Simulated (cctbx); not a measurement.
# Li6Bi2S7: precision against data quality

Space group P2_1/c (no. 14), a = 6.5650 Å, b = 7.3200 Å, c = 12.4090 Å, α = 90.00°, β = 109.28°, γ = 90.00°.

```
atom  mult.       x       y       z  Ueq (Å²)
 Bi1      4  0.7317  0.4878  0.3633    0.0183
  S1      4  0.9817  0.7458  0.4917    0.0335
  S2      4  0.9806  0.4728  0.2471    0.0278
  S3      4  0.5358  0.1842  0.2829    0.0298
  S4      2     1/2       0       0    0.0268
 Li1      4  0.1889  0.7167  0.3515    0.0437
 Li2      4  0.2173  0.2613  0.3592    0.0420
 Li3      4  0.8468  0.0066  0.3767    0.0477
```

This is a model crystal, built by substitution and not relaxed, with assumed displacement parameters.

Five simulated data sets (cctbx; Ag Kα, λ = 0.56087 Å; 6 % proportional error) differ in resolution or exposure (noise floor 4 counts in the first three, 8 in the last two). Each is refined with the right model, isotropic at 1.1 Å and anisotropic otherwise. How do the figures of merit and the uncertainties move?

| d min (Å) | top counts | ⟨I/σ⟩ (unmerged, absences included) | unique | param. (scale apart) | Rint | R1 | GooF | largest s.u. xyz (fractional) | s.u. U of Li1 (Å²) | largest error (Å) |
| --- | --- | --- | --- | --- | --- | --- | --- | --- | --- | --- |
| 1.1 | 5000 | 7.3 | 430 | 29 | 0.053 | 0.0258 | 0.97 | 0.00606 | 0.0074 | 0.0854 |
| 0.84 | 5000 | 6.5 | 982 | 69 | 0.054 | 0.0282 | 0.95 | 0.00483 | 0.0135 | 0.1012 |
| 0.6 | 5000 | 4.7 | 2686 | 69 | 0.072 | 0.0366 | 0.93 | 0.00392 | 0.0127 | 0.0371 |
| 0.75 | 300 | 0.9 | 1377 | 69 | 0.424 | 0.1211 | 0.93 | 0.05823 | 0.1314 | 0.2759 |
| 0.75 | 3000 | 4.2 | 1377 | 69 | 0.091 | 0.0421 | 0.94 | 0.00837 | 0.0243 | 0.1080 |

The number of reflections grows roughly as 1/d³: 430, 982 and 2686 here. R1 follows the noise rather than the truth: at 300 counts it is 0.1211, at 3000 counts 0.0421, while GooF is 0.93 and 0.94: the weights 1/σ² carry the noise. The s.u. of U (U11 where anisotropic) for Li1 goes 0.0074, 0.0135, 0.0127 Å² with resolution and 0.1314, 0.0243 Å² with exposure.

Hardware for the 0.6 Å refinement: 1 s on 1 thread of Arm Neoverse N1, on a shared host, peak memory 0.09 GiB.

[Logs are printed without paths, hosts, clocks, repeated set-up lines and the standing remarks that a program may print on its own settings, such as how far it seeks lower states.]
